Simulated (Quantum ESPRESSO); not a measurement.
# Ag (Silver): phonons by linear response

How does Ag (Silver) vibrate, and is this structure a minimum?

Calculated with Quantum ESPRESSO 7.5; DFT LDA, scalar-relativistic, plane waves, JTH PAW pseudopotentials.

**1. Starting point**

Symmetry: Fm-3m, No. 225, cubic system. Conventional cell: a = 4.085 Å, b = 4.085 Å, c = 4.085 Å, α = 90.00°, β = 90.00°, γ = 90.00°. Nearest to Ag lie 12 Ag at 2.89 Å.

**2. A probe with smearing**

Before anything dear is run, a loose run with smearing shows whether this is a metal and how far the cell is from rest.

File probe.in:

```
&control
   calculation = 'scf'
   prefix = 'x'
   outdir = './tmp'
   pseudo_dir = './pseudo'
   tprnfor = .true.
   tstress = .true.
   verbosity = 'high'
/
&system
   ibrav = 0
   nat = 1
   ntyp = 1
   ecutwfc = 40.0
   ecutrho = 200.0
   occupations = 'smearing'
   smearing = 'gaussian'
   degauss = 0.01
/
&electrons
   conv_thr = 1.0d-07
   mixing_beta = 0.7
   electron_maxstep = 100
/
ATOMIC_SPECIES
 Ag    107.8682  Ag.upf
CELL_PARAMETERS angstrom
     0.000000000    2.042750000    2.042750000
     2.042750000    0.000000000    2.042750000
     2.042750000    2.042750000    0.000000000
ATOMIC_POSITIONS crystal
 Ag     0.000000000   0.000000000   0.000000000
K_POINTS automatic
 8 8 8 0 0 0
```

Launch:

```bash
$ OMP_NUM_THREADS=1 mpirun -n 4 pw.x -nk 4 -in probe.in > probe.out
```

The program printed:

```text
[banners, grids, parts of the stress and lines that vanish by symmetry left out]
Program PWSCF v.7.5
     file Ag.upf: wavefunction(s)  0S 5P 0P 4D 0D renormalized
     Message from routine setup:
[...]
kinetic-energy cutoff     =      40.0000  Ry
     charge density cutoff     =     200.0000  Ry
     scf convergence threshold =      1.0E-07
[...]
Exchange-correlation= SLA PW NOGX NOGC
                           (   1   4   0   0   0   0   0)
[...]
48 Sym. Ops., with inversion, found
[...]
(     0          1          0      )
                  (     0          0          1      )
[...]
( -0.0000000  1.0000000  0.0000000 )
                  ( -0.0000000  0.0000000  1.0000000 )
[...]
(     1          0         -1      )
                  (     0          0         -1      )
[...]
(  1.0000000 -0.0000000 -0.0000000 )
                  (  0.0000000 -1.0000000 -0.0000000 )
[...]
(    -1          1          0      )
                  (     0          1         -1      )
[...]
( -1.0000000  0.0000000 -0.0000000 )
                  ( -0.0000000  1.0000000 -0.0000000 )
[...]
number of k points=    29  Gaussian smearing, width (Ry)=  0.0100
[...]
End of self-consistent calculation
[...]
the Fermi energy is    12.8224 ev
!    total energy              =    -345.52245249 Ry
[...]
convergence has been achieved in   6 iterations
[...]
atom    1 type  1   force =     0.00000000    0.00000000    0.00000000
[...]
Total force =     0.000000     Total SCF correction =     0.000000
[...]
total   stress  (Ry/bohr**3)                   (kbar)     P=      -66.57
[...]
XML data file, charge density, pseudopotentials, collected wavefunctions

   JOB DONE.
```

Run time: 2.3 s. Hardware: 4 MPI ranks of Arm Neoverse N1, shared host; 8.8 s of CPU time.

Read from the output:

```yaml
volume_per_atom: 17.05 Å³
pressure: -6.657 GPa
gap_on_the_k_mesh: 0 eV
```

No gap opens on this mesh, so smearing is kept; the start stands at -6.7 GPa.

**3. Relaxing the cell and atoms**

The relaxation runs at a cutoff a fifth above that of the response, since stress converges more slowly with the basis than frequencies do. Forces and stress are brought to rest with tight thresholds.

File relax.in:

```
&control
   calculation = 'vc-relax'
   prefix = 'x'
   outdir = './tmp'
   pseudo_dir = './pseudo'
   tprnfor = .true.
   tstress = .true.
   forc_conv_thr = 2.0d-05
   etot_conv_thr = 1.0d-07
   nstep = 40
/
&system
   ibrav = 0
   nat = 1
   ntyp = 1
   ecutwfc = 48
   ecutrho = 240.0
   occupations = 'smearing'
   smearing = 'mv'
   degauss = 0.02
/
&electrons
   conv_thr = 1.0d-11
   mixing_beta = 0.7
   electron_maxstep = 100
/
&ions
/
&cell
   press_conv_thr = 0.2
/
ATOMIC_SPECIES
 Ag    107.8682  Ag.upf
CELL_PARAMETERS angstrom
     0.000000000    2.042750000    2.042750000
     2.042750000    0.000000000    2.042750000
     2.042750000    2.042750000    0.000000000
ATOMIC_POSITIONS crystal
 Ag     0.000000000   0.000000000   0.000000000
K_POINTS automatic
 16 16 16 0 0 0
```

Launch:

```bash
$ OMP_NUM_THREADS=1 mpirun -n 4 pw.x -nk 4 -in relax.in > relax.out
```

The program printed:

```text
[banners, grids, parts of the stress and lines that vanish by symmetry left out]
[banner, memory and clock lines left out]
Program PWSCF v.7.5

[...]
kinetic-energy cutoff     =      48.0000  Ry
     charge density cutoff     =     240.0000  Ry
     scf convergence threshold =      1.0E-11
[...]
energy convergence thresh.=      1.0E-07
     force convergence thresh. =      2.0E-05
     press convergence thresh. =      2.0E-01
     Exchange-correlation= SLA PW NOGX NOGC
                           (   1   4   0   0   0   0   0)
[...]
48 Sym. Ops., with inversion, found
[...]
number of k points=   145  Marzari-Vanderbilt smearing, width (Ry)=  0.0200
[...]
End of self-consistent calculation
[...]
the Fermi energy is    12.9255 ev
!    total energy              =    -345.52485800 Ry
[...]
convergence has been achieved in   8 iterations
[...]
atom    1 type  1   force =     0.00000000    0.00000000    0.00000000
     Total force =     0.000000     Total SCF correction =     0.000000
[...]
total   stress  (Ry/bohr**3)                   (kbar)     P=      -73.33
[...]
number of bfgs steps    =   0
[...]
CELL_PARAMETERS (angstrom)
[...]
ATOMIC_POSITIONS (crystal)
Ag               0.0000000000        0.0000000000        0.0000000000
[...]
New effective cutoffs (rho, wfc):  244.49   49.22
[...]
End of self-consistent calculation
[...]
the Fermi energy is    13.6548 ev
!    total energy              =    -345.52641336 Ry
[...]
convergence has been achieved in  11 iterations
[...]
atom    1 type  1   force =     0.00000000    0.00000000    0.00000000
     Total force =     0.000000     Total SCF correction =     0.000000
[...]
total   stress  (Ry/bohr**3)                   (kbar)     P=      -32.60
[...]
number of bfgs steps    =   1
[...]
CELL_PARAMETERS (angstrom)
[...]
ATOMIC_POSITIONS (crystal)
Ag               0.0000000000        0.0000000000        0.0000000000
[...]
New effective cutoffs (rho, wfc):  249.29   50.18
[...]
End of self-consistent calculation
[...]
the Fermi energy is    14.2459 ev
!    total energy              =    -345.52671568 Ry
[...]
convergence has been achieved in  14 iterations
[...]
atom    1 type  1   force =     0.00000000    0.00000000    0.00000000
     Total force =     0.000000     Total SCF correction =     0.000000
[...]
total   stress  (Ry/bohr**3)                   (kbar)     P=        5.90
[...]
number of bfgs steps    =   2
[...]
CELL_PARAMETERS (angstrom)
[...]
ATOMIC_POSITIONS (crystal)
Ag               0.0000000000        0.0000000000        0.0000000000
[...]
New effective cutoffs (rho, wfc):  248.55   50.03
[...]
End of self-consistent calculation
[...]
the Fermi energy is    14.1548 ev
!    total energy              =    -345.52672460 Ry
[...]
convergence has been achieved in  12 iterations
[...]
atom    1 type  1   force =     0.00000000    0.00000000    0.00000000
     Total force =     0.000000     Total SCF correction =     0.000000
[...]
total   stress  (Ry/bohr**3)                   (kbar)     P=       -0.35
[...]
number of bfgs steps    =   3
[...]
CELL_PARAMETERS (angstrom)
[...]
ATOMIC_POSITIONS (crystal)
Ag               0.0000000000        0.0000000000        0.0000000000
[...]
New effective cutoffs (rho, wfc):  248.60   50.04
[...]
End of self-consistent calculation
[...]
the Fermi energy is    14.1600 ev
!    total energy              =    -345.52672463 Ry
[...]
convergence has been achieved in  11 iterations
[...]
atom    1 type  1   force =     0.00000000    0.00000000    0.00000000
     Total force =     0.000000     Total SCF correction =     0.000000
[...]
total   stress  (Ry/bohr**3)                   (kbar)     P=       -0.01
[...]
bfgs converged in   5 scf cycles and   4 bfgs steps
[...]
End of BFGS Geometry Optimization
     Final enthalpy           =    -345.5267246281 Ry
     File ./tmp/x.bfgs deleted, as requested
[...]
CELL_PARAMETERS (angstrom)
[...]
ATOMIC_POSITIONS (crystal)
Ag               0.0000000000        0.0000000000        0.0000000000
[...]
Final scf calculation at the relaxed structure.
[...]
kinetic-energy cutoff     =      48.0000  Ry
     charge density cutoff     =     240.0000  Ry
     scf convergence threshold =      1.0E-13
[...]
press convergence thresh. =      2.0E-01
     Exchange-correlation= SLA PW NOGX NOGC
                           (   1   4   0   0   0   0   0)
[...]
48 Sym. Ops., with inversion, found
[...]
number of k points=   145  Marzari-Vanderbilt smearing, width (Ry)=  0.0200
[...]
c_bands:  1 eigenvalues not converged
[...]
End of self-consistent calculation
[...]
the Fermi energy is    14.1600 ev
!    total energy              =    -345.52665782 Ry
[...]
convergence has been achieved in   9 iterations
[...]
atom    1 type  1   force =     0.00000000    0.00000000    0.00000000
     Total force =     0.000000     Total SCF correction =     0.000000
[...]
total   stress  (Ry/bohr**3)                   (kbar)     P=       -0.56
[...]
XML data file, charge density, pseudopotentials, collected wavefunctions
```

Elapsed: 38 s, on 4 MPI ranks.

The steps of the relaxation:

```
step  energy less that of the first step (eV)  largest force (eV/Å)  pressure (GPa)  volume (Å³)
   1                                   0.0000                0.0000           -7.33        17.05
   2                                  -0.0212                0.0000           -3.26        16.42
   3                                  -0.0253                0.0000            0.59        15.95
   4                                  -0.0254                0.0000           -0.03        16.02
   5                                  -0.0254                0.0000            0.00        16.01
   6                                  -0.0245                0.0000           -0.06        16.01
```

```csv
"conventional cell, symmetrised",before,after,change
a (Å),4.085,4.001,-2.1 %
b (Å),4.085,4.001,-2.1 %
c (Å),4.085,4.001,-2.1 %
volume (Å³/atom),17.05,16.01,-6.1 %
```

Final coordinates:

```
Ag
1.0
     0.00000    2.00058    2.00058
     2.00058    0.00000    2.00058
     2.00058    2.00058    0.00000
Ag
1
Direct
  0.00000 0.00000 0.00000
```

The last row of the table of steps is pw.x's closing run on a basis chosen anew for the final cell, so its energy can jump.

Numbers from this step:

```yaml
volume_per_atom: 16.01 Å³
pressure: -0.05600 GPa
```

The volume changes by -6.1 % from the cell with which this run began.

**4. Self-consistent run for the response**

The response is built on this ground state, so it is converged far tighter than an energy would need. Smearing stays on, as the first look found no gap above 0.3 eV.

File scf.in:

```
&control
   calculation = 'scf'
   prefix = 'x'
   outdir = './tmp'
   pseudo_dir = './pseudo'
   tprnfor = .true.
   tstress = .true.
/
&system
   ibrav = 0
   nat = 1
   ntyp = 1
   ecutwfc = 40.0
   ecutrho = 200.0
   occupations = 'smearing'
   smearing = 'mv'
   degauss = 0.02
/
&electrons
   conv_thr = 1.0d-12
   mixing_beta = 0.7
   electron_maxstep = 100
/
ATOMIC_SPECIES
 Ag    107.8682  Ag.upf
CELL_PARAMETERS angstrom
     0.000000000    2.000578129    2.000578129
     2.000578129    0.000000000    2.000578129
     2.000578129    2.000578129    0.000000000
ATOMIC_POSITIONS crystal
 Ag     0.000000000   0.000000000   0.000000000
K_POINTS automatic
 16 16 16 0 0 0
```

Launch:

```bash
$ OMP_NUM_THREADS=1 mpirun -n 4 pw.x -nk 4 -in scf.in > scf.out
```

The program printed:

```text
[banners, grids, parts of the stress and lines that vanish by symmetry left out]
[banner, memory and clock lines left out]
Program PWSCF v.7.5

[...]
kinetic-energy cutoff     =      40.0000  Ry
     charge density cutoff     =     200.0000  Ry
     scf convergence threshold =      1.0E-12
[...]
Exchange-correlation= SLA PW NOGX NOGC
                           (   1   4   0   0   0   0   0)
[...]
48 Sym. Ops., with inversion, found
[...]
number of k points=   145  Marzari-Vanderbilt smearing, width (Ry)=  0.0200
[...]
End of self-consistent calculation
[...]
the Fermi energy is    14.1599 ev
!    total energy              =    -345.52634056 Ry
[...]
convergence has been achieved in   9 iterations
[...]
atom    1 type  1   force =     0.00000000    0.00000000    0.00000000
     Total force =     0.000000     Total SCF correction =     0.000000
[...]
total   stress  (Ry/bohr**3)                   (kbar)     P=        0.60
[...]
XML data file, charge density, pseudopotentials, collected wavefunctions
```

Elapsed: 6.5 s, on 4 MPI ranks; 26 s of CPU time.

Numbers from this step:

| Item | Value |
| --- | --- |
| pressure | 0.06 GPa |

The cell stands at 0.06 GPa, close enough for phonons.

(Part 1 of 3 ends here.)

[Host names and launcher messages were left out of these logs when they were recorded.]

[Logs are printed without paths, hosts, clocks, repeated set-up lines and the standing remarks that a program may print on its own settings, such as how far it seeks lower states.]

[Hosts, paths, dates, database ids (printed as entryN), source tags and the programs' standing remarks are cut or masked in the printed files.]
